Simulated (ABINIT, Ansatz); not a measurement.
Planning a run of ABINIT 10.8.3 on CsLiMoO4 (F-43m). The input:

```
acell 3*1.0 Angstrom
rprim 
  0.000000000000 4.196030970000 4.196030970000
  4.196030970000 -0.000000000000 4.196030970000
  4.196030970000 4.196030970000 0.000000000000
ntypat 4
znucl 55 3 42 8
natom 7
typat 1 2 3 4 4 4 4
xred 
  0.750000000000 0.750000000000 0.750000000000
  0.500000000000 0.500000000000 0.500000000000
  0.250000000000 0.250000000000 0.250000000000
  0.886367480000 0.371210840000 0.371210840000
  0.371210840000 0.371210840000 0.886367480000
  0.371210840000 0.886367480000 0.371210840000
  0.371210840000 0.371210840000 0.371210840000
pp_dirpath "pseudos"
pseudos "Cs.upf, Li.upf, Mo.upf, O.upf"
ecut 36
ngkpt 2 2 2
nshiftk 1
shiftk 0 0 0
kptopt 1
chksymbreak 0
istwfk *1
occopt 1
irdwfk 1
optdriver 4
nband 265
gwcalctyp 0
ecutsigx 36
symsigma 1
nkptgw 3
kptgw 
  0.5000000000 0.0000000000 0.0000000000
  0.5000000000 0.5000000000 0.0000000000
  0.0000000000 0.0000000000 0.0000000000
bdgw 
  23 27
  24 27
  23 28
ecuteps 6.5
irdscr 1
ppmodel 1
indata_prefix "in"
outdata_prefix "out"
tmpdata_prefix "tmp"
```

```sh
OMP_NUM_THREADS=1 mpirun -n 4 abinit run.abi > log
```

Q: How long will it take on 4 MPI ranks of Arm Neoverse V1, shared host, and how much memory?

It took 1.7 min; on shared hardware allow 51 s to 3.4 min. Peak host memory was 2.3 GiB.

[Paths, hosts, dates, memory and timing lines, banners, echoed tables and standing remarks are left out of the program output.]

[Logs are printed without paths, hosts, clocks, repeated set-up lines and the standing remarks that a program may print on its own settings, such as how far it seeks lower states.]

[Runs of the session that timed out or met a known fault of the program may be left out.]

[Hosts, paths, dates, database ids (printed as entryN), source tags and the programs' standing remarks are cut or masked in the printed files.]

[G0W0 gaps are taken among the corrected bands and points alone; a level outside them can change the order at an edge.]

[Where Ansatz stands beside ABINIT at settings called matched, ABINIT's density can come from a denser mesh and the files from another edition; pairs whose starting gaps differed by over 0.03 eV were left out, so agreement reads better than it is.]
